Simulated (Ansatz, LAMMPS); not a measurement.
# Convergence of a linear-scaling basis for glassy 63ZnO-37GeO2 (mol %) (102 atoms), part 2 of 2

Wanted: errors and times of a linear-scaling basis for glassy 63ZnO-37GeO2 (mol %) (102 atoms). A setting counts as converged where the r.m.s. difference of forces stays under 1 % of the r.m.s. force.

Ansatz 0.2.0; Kohn-Sham DFT, PBE, PAW (set soft_2), plane waves.

The cell: 27 Zn, 16 Ge and 59 O. The quench rate of 50 K/ps is orders of magnitude faster than experiment. The network of bonds at the start is that of the classical potential that made the cell. Only the Γ point is sampled, in a cell whose shortest periodic width is 11 Å.

So far. Step 8 (Support functions medium, radius 3.79 Å): Forces differ from the reference by 5.0 meV/Å r.m.s., 0.60 % of their size, within a tolerance of 1 %; the energy by -7.6 meV/atom. It took roughly 8.2 times the reference's time (one timing each, with unlike analyses asked), in 17 cycles against 10. Step 9 (Other settings): Forces differ from the reference by 0.003 meV/Å r.m.s., 4.0e-4 % of their size.

## 11. The reference in detail

The comparisons rest on this run, so its electronic structure is set out here.

Neighbours are counted within 2.48 Å (O-Zn), 2.08 Å (O-Ge).

Length of the force by element and coordination:

```csv
element,coordination,atoms,mean length of the force (eV/Å),spread,least,most
Ge,all,16,0.854,0.293,0.378,1.45
O,all,59,1.68,0.641,0.161,2.63
O,2,11,1.46,0.589,0.482,2.49
O,3,37,1.98,0.347,1.16,2.63
O,4,11,0.891,0.686,0.161,2.10
Zn,all,27,0.628,0.226,0.169,1.06
Zn,4,22,0.597,0.227,0.169,0.989
Zn,5,5,0.763,0.166,0.604,1.06
```

Löwdin charges by element and coordination (they lack the spilled electrons, 0.063 e an atom on average):

```csv
element,coordination,atoms,mean charge (e),spread,least,most
Ge,all,16,1.54,0.0327,1.49,1.59
O,all,59,-0.981,0.123,-1.25,-0.759
O,2,11,-0.824,0.0736,-0.967,-0.759
O,3,37,-0.977,0.0573,-1.05,-0.815
O,4,11,-1.15,0.103,-1.25,-0.992
Zn,all,27,1.47,0.0147,1.44,1.49
Zn,4,22,1.47,0.0156,1.44,1.49
Zn,5,5,1.47,0.0102,1.45,1.48
```

Density of states as counts of states in windows of 1 eV (from the Fermi level), total and the larger projections:

```csv
from (eV),to (eV),total,O p,Zn d
-10,-9,6.0,3.5,0.1
-9,-8,8.4,4.8,0.4
-8,-7,16.8,9.7,1.9
-7,-6,28.0,13.8,9.9
-6,-5,123.1,38.5,76.6
-5,-4,151.0,23.4,122.2
-4,-3,64.8,30.4,26.6
-3,-2,67.0,47.9,12.4
-2,-1,88.4,73.8,10.4
-1,0,69.1,59.7,7.4
0,1,1.4,1.2,0.2
1,2,2.0,0.1,0.0
2,3,0.0,0.0,0.0
3,4,10.7,2.2,0.1
4,5,13.8,2.7,0.1
```

With fixed occupations the program's Fermi level is the highest filled level; weight inside the gap is the broadening of levels at its edges.

Between -25 and -10 eV lie 278 more states.

The levels nearest the highest filled one (over half full), pooled over k-points and spins:

```csv
level less the highest filled one (eV),occupation
-0.182,2
-0.170,2
-0.107,2
-0.0701,2
-0.0628,2
0,2
1.56,0
3.43,0
3.62,0
3.68,0
3.82,0
3.89,0
```

Electrostatic potential energy in the ab plane at fractional z = 0.344, with atoms of Zn and Ge and O within 0.2 Å of it. With pseudopotentials it is smooth inside the atoms' cores, unlike the true potential.

Ten even steps from '_' (-35 eV) to '@' (12 eV), each cell a mean:
```
%%@@@@@@@@@@@@@@@@@@@@@@@@%%++::..--++%%@@@@@@@@@@%%**==--==##
%%@@@@@@@@@@@@@@@@@@@@@@@@@@%%**++##%%@@@@@@%%######--..__..==
%%@@@@@@@@@@%%%%@@@@@@@@@@@@##----##@@@@@@%%--____==--____..==
%%@@@@@@@@##::::**@@@@@@@@@@%%====##@@@@@@%%::____==++--::--**
@@@@@@@@%%##----##@@@@@@@@@@%%####%%@@@@@@@@##++**%%%%####%%%%
@@@@@@@@%%%%##%%@@@@@@@@@@%%##****%%%%%%@@@@@@@@@@@@@@@@@@@@@@
@@@@@@@@@@%%@@@@@@@@@@@@@@%%##****%%%%%%%%@@@@@@@@@@@@@@@@@@@@
@@@@@@@@@@@@@@@@@@@@%%==--**%%%%%%%%++..::**@@@@@@@@@@@@@@@@@@
@@@@@@@@@@@@@@@@@@@@**____::%%@@@@%%::____==@@@@@@@@@@@@@@@@@@
@@@@@@%%%%%%%%@@@@@@%%--::++@@@@@@%%++::--##@@@@@@@@@@@@@@@@@@
@@@@##==----**%%@@@@@@@@%%@@@@@@%%++----==##@@@@@@@@@@@@@@@@@@
@@%%==..____--##@@@@@@@@@@@@@@%%**::____..++%%@@@@@@@@@@@@@@@@
@@%%++..__..==##%%@@@@@@@@@@@@%%**::____..====::--##%%####%%@@
%%%%##++==++##**--==##@@@@@@@@@@%%++----==**::____++==----++##
%%@@@@%%%%%%%%--____--@@@@@@@@@@@@%%%%##%%%%##==++++::____::++
%%@@@@@@@@@@@@++....**@@@@@@@@@@@@@@@@@@@@@@@@@@%%**::____::**
%%@@@@@@@@@@@@%%####@@@@@@@@@@@@@@@@@@@@@@@@@@@@@@%%++--==++##
%%@@@@@@@@%%##====++%%@@@@@@@@@@@@@@@@@@@@@@@@@@@@##::::++%%%%
####%%%%%%##--____..++%%@@@@@@@@@@@@@@@@@@@@@@@@@@==____--%%%%
----++%%%%##--____..++%%@@@@@@@@@@@@@@@@@@@@@@@@%%**::--**%%**
----++%%%%%%**==--==##%%@@@@@@%%%%%%@@@@@@@@@@@@%%%%%%%%@@%%++
****##%%@@@@@@%%%%%%@@##**####++==++##%%@@@@@@@@@@@@@@@@@@%%##
%%%%@@@@@@@@@@@@@@@@@@%%####==..__..==%%@@@@@@@@@@@@@@@@@@@@%%
@@@@@@@@@@@@@@@@@@@@@@@@@@##--______--##@@@@@@@@@@@@%%%%%%%%%%
```
Columns run along a (11.0 Å; values clipped at the 3rd and 97th percentile), rows up along b (11.0 Å). Atoms in or near the plane, at fractional coordinates: Zn at (0.14, 0.50), Zn at (0.26, 0.20), Ge at (0.52, 0.02), Ge at (0.89, 0.37), Ge at (0.61, 0.49), Ge at (0.91, 0.90), O at (0.39, 0.63), O at (0.76, 0.86), O at (0.86, 0.22), O at (0.28, 0.38), O at (0.63, 0.64).

Valence density in the ab plane at fractional z = 0.344, with atoms of Zn and Ge and O within 0.2 Å of it. It is the smooth field of the valence electrons, not physical close to the nuclei.

Ten steps, logarithmic in the rise over the least value, from '0' (0 e/Å³) to '9' (32 e/Å³), each cell a mean:
```
0000000000000124531000000012321
1000000000000012321001233237862
1100012210000124431002465437962
1100134531000124421002566423421
0000134431000012211001243211110
0000112210000012110000111000000
0000000000111112111221000000000
0000000001244321124553100000000
0000000001366521125664100000000
0000110001245420013442100000000
0013431000122110023431000000000
0126973100000000147852121100000
1126873111100000147853454211111
2112322344210000123322465323322
1100012466410000111111344348852
0000001455310000000000111147741
0000001222100000000000000123320
0000001232100000000000001344310
1110013786200000000000001466421
3321113786210000000000001355311
3321111342111100001111000111112
1110000001133212221221000000001
0000000000123236752110000000000
0000000000011138973100000000110
```
Columns run along a (11.0 Å), rows up along b (11.0 Å). Atoms in or near the plane, at fractional coordinates: Zn at (0.14, 0.50), Zn at (0.26, 0.20), Ge at (0.52, 0.02), Ge at (0.89, 0.37), Ge at (0.61, 0.49), Ge at (0.91, 0.90), O at (0.39, 0.63), O at (0.76, 0.86), O at (0.86, 0.22), O at (0.28, 0.38), O at (0.63, 0.64).

Mean Löwdin charges: Ge +1.54, O -0.98, Zn +1.47 e (they miss 0.71 % of the electrons, so they add up to more than the cell's charge).

## 12. Structure statistics

These statistics describe the geometry on which the runs were made.

Density 4.81 g/cm³, 13.11 Å³ an atom.

Pair distribution functions g(r), in bins of 0.2 Å:

```csv
r (Å),total,O-O,O-Zn,O-Ge,Zn-Zn,Zn-Ge,Ge-Ge
1.60,0.33,0.00,0.00,1.81,0.00,0.00,0.00
1.80,1.84,0.00,0.00,10.14,0.00,0.00,0.00
2.00,2.57,0.00,8.30,0.15,0.00,0.00,0.00
2.20,0.24,0.00,0.71,0.11,0.00,0.00,0.00
2.40,0.09,0.00,0.24,0.00,0.24,0.00,0.00
2.60,0.41,0.88,0.10,0.00,1.26,0.00,0.00
2.80,1.33,3.11,0.30,0.00,2.08,0.60,0.00
3.00,1.10,2.16,0.37,0.19,1.29,1.52,0.44
3.20,1.16,1.50,0.55,0.28,2.00,2.98,1.96
3.40,1.16,1.21,0.72,0.63,1.27,3.28,2.18
3.60,0.96,0.89,0.90,1.05,1.27,1.25,0.31
3.80,0.79,0.53,0.95,0.97,0.91,0.77,0.84
4.00,1.09,0.73,1.52,1.44,1.09,0.46,0.53
4.20,1.03,0.61,1.25,1.85,0.41,0.83,0.24
4.40,1.19,0.52,1.57,2.12,0.67,0.64,1.71
4.60,1.11,0.65,1.60,1.47,0.48,0.70,1.57
4.80,1.03,0.85,1.24,1.07,1.07,0.81,1.27
5.00,0.94,1.25,0.78,0.67,0.76,0.93,1.16
5.20,0.92,1.42,0.62,0.52,0.81,1.00,0.92
5.40,0.92,1.34,0.60,0.46,1.41,1.01,0.86
```

Bonds by pair of elements; cutoffs follow the first minimum of g(r), held within bounds set by covalent radii, and pairs that aren't listed don't count as bonded:

```csv
pair A-B,cutoff (Å),bonds,mean length (Å),spread (Å),shortest (Å),B about A,A about B
O-Zn,2.48,113,2.02,0.088,1.92,1.92,4.18
O-Ge,2.08,64,1.72,0.035,1.68,1.08,4
```

How many atoms have how many bonded neighbours:

```csv
element,mean,2,3,4,5
Ge,4,0,0,16,0
O,3,11,37,11,0
Zn,4.18,0,0,22,5
```

Oxygen atoms by the number of network formers (Si, P, Ge, B, Al, As, Ga) bound to them:

```csv
network formers bound to O,O atoms,per cent
0,7,11.9
1,40,67.8
2,12,20.3
```

Network units: each former by its oxygen neighbours and how many of them bridge to another former:

```csv
former,O neighbours,bridging O,atoms
Ge,4,0,4
Ge,4,1,3
Ge,4,2,6
Ge,4,3,3
```

Rings of the network by King's shortest-path rule, up to 12 atoms, one path for each pair of neighbours; H, halogens, alkali and alkaline-earth atoms are left out:

```csv
ring size (atoms),rings,per network atom
4,19,0.186
6,39,0.382
8,86,0.843
10,30,0.294
12,3,0.029
```

Among the first-shell peaks of g(r) are those at about 2.9 Å (O-O), 2.0 Å (O-Zn), 1.7 Å (O-Ge), 3.4 Å (Zn-Ge) and 3.3 Å (Ge-Ge). Counting bonds as in the table, all Ge atoms have 4, 63 % of O atoms have 3 and 81 % of Zn atoms have 4 bonded neighbours. 20 % of the oxygens bridge two formers and 68 % are non-bridging; 12 % join none. The commonest Ge unit has 4 oxygens, 2 of them shared with other formers (6 of 16 atoms). Rings of 8 atoms are the most common (49 % of those counted); sizes run from 4 to 12, where the search stops.

A closer look about O71, which has 2 bonded neighbours where the commonest count for O is 3: 13 atoms, nearest first, numbered in the order of the input, with positions taken from that point.

```csv
atom,x,y,z,distance (Å),bonds,Löwdin charge (e),Fx,Fy,Fz (eV/Å)
O71,0.00,0.00,0.00,0.00,2,-0.96,0.97,0.02,1.41
Ge35,-0.90,-0.22,-1.40,1.68,4,1.53,0.23,0.66,0.12
Zn9,0.92,0.66,1.61,1.96,4,1.48,0.04,-0.58,-0.60
O56,-2.28,-1.24,-0.99,2.78,4,-1.02,-1.45,-1.21,0.13
O70,-1.60,1.26,-1.96,2.83,3,-1.05,-0.64,1.62,-0.71
Zn16,-2.57,-0.75,1.00,2.86,4,1.47,0.28,0.29,0.08
O101,-0.27,-0.88,-2.84,2.99,2,-0.79,1.50,-1.11,-0.01
O65,-1.32,-1.23,2.43,3.02,3,-1.00,-1.89,1.58,0.22
O47,-0.41,2.00,2.38,3.14,4,-1.23,0.01,-0.25,0.11
Ge34,0.02,-2.30,2.26,3.22,4,1.50,0.45,-0.48,0.34
O57,1.48,-1.40,2.51,3.24,3,-0.98,1.34,1.59,-0.10
O92,0.03,-3.17,0.78,3.27,3,-1.01,0.01,-0.76,-1.86
O97,2.57,1.68,1.17,3.29,3,-1.00,-0.69,-0.44,1.88
```

## 13. Results

| Item | Value |
| --- | --- |
| free energy per atom | -1880.4301 eV/atom |
| pressure | 7.801 GPa |
| r.m.s. force component | 0.8406 eV/Å |
| gap (highest filled to lowest empty level) | 1.56 eV |
| wall time of the 6 DFT runs | 9.7 min |

In words: Against plane waves at 420 eV, the forces differ by 5.0 meV/Å (0.59 %) with support functions medium. At 102 atoms the fastest of the runs at a preset level, support functions low, takes roughly 4.3 times the time of plane waves (whose run also made extra analyses), in 15 SCF cycles against 10. Differences between support functions and plane waves include what basis error the plane-wave run still has. The force difference hardly changes among these support-function runs, which points to the basis of the plane-wave reference as its main source.

The highest filled and lowest empty levels differ by 1.56 eV (at Γ alone); a semilocal functional tends to put such gaps too low. In a disordered cell it changes from sample to sample, and tail or defect levels can set it. Counting bonds as in the table, all Ge atoms have 4, 63 % of O atoms have 3 and 81 % of Zn atoms have 4 bonded neighbours. 20 % of the oxygens bridge two formers and 68 % are non-bridging; 12 % join none.

What to keep in mind: The geometry was minimised with a classical potential and isn't relaxed at this level: its force components are 0.84 eV/Å r.m.s. The pressure of 7.8 GPa belongs to unrelaxed atoms and would change as they relax.

[Long decimals in the printed logs are rounded to 6 places.]

[Logs are printed without paths, hosts, clocks, repeated set-up lines and the standing remarks that a program may print on its own settings, such as how far it seeks lower states.]

[Hosts, paths, dates, database ids (printed as entryN), source tags and the programs' standing remarks are cut or masked in the printed files.]
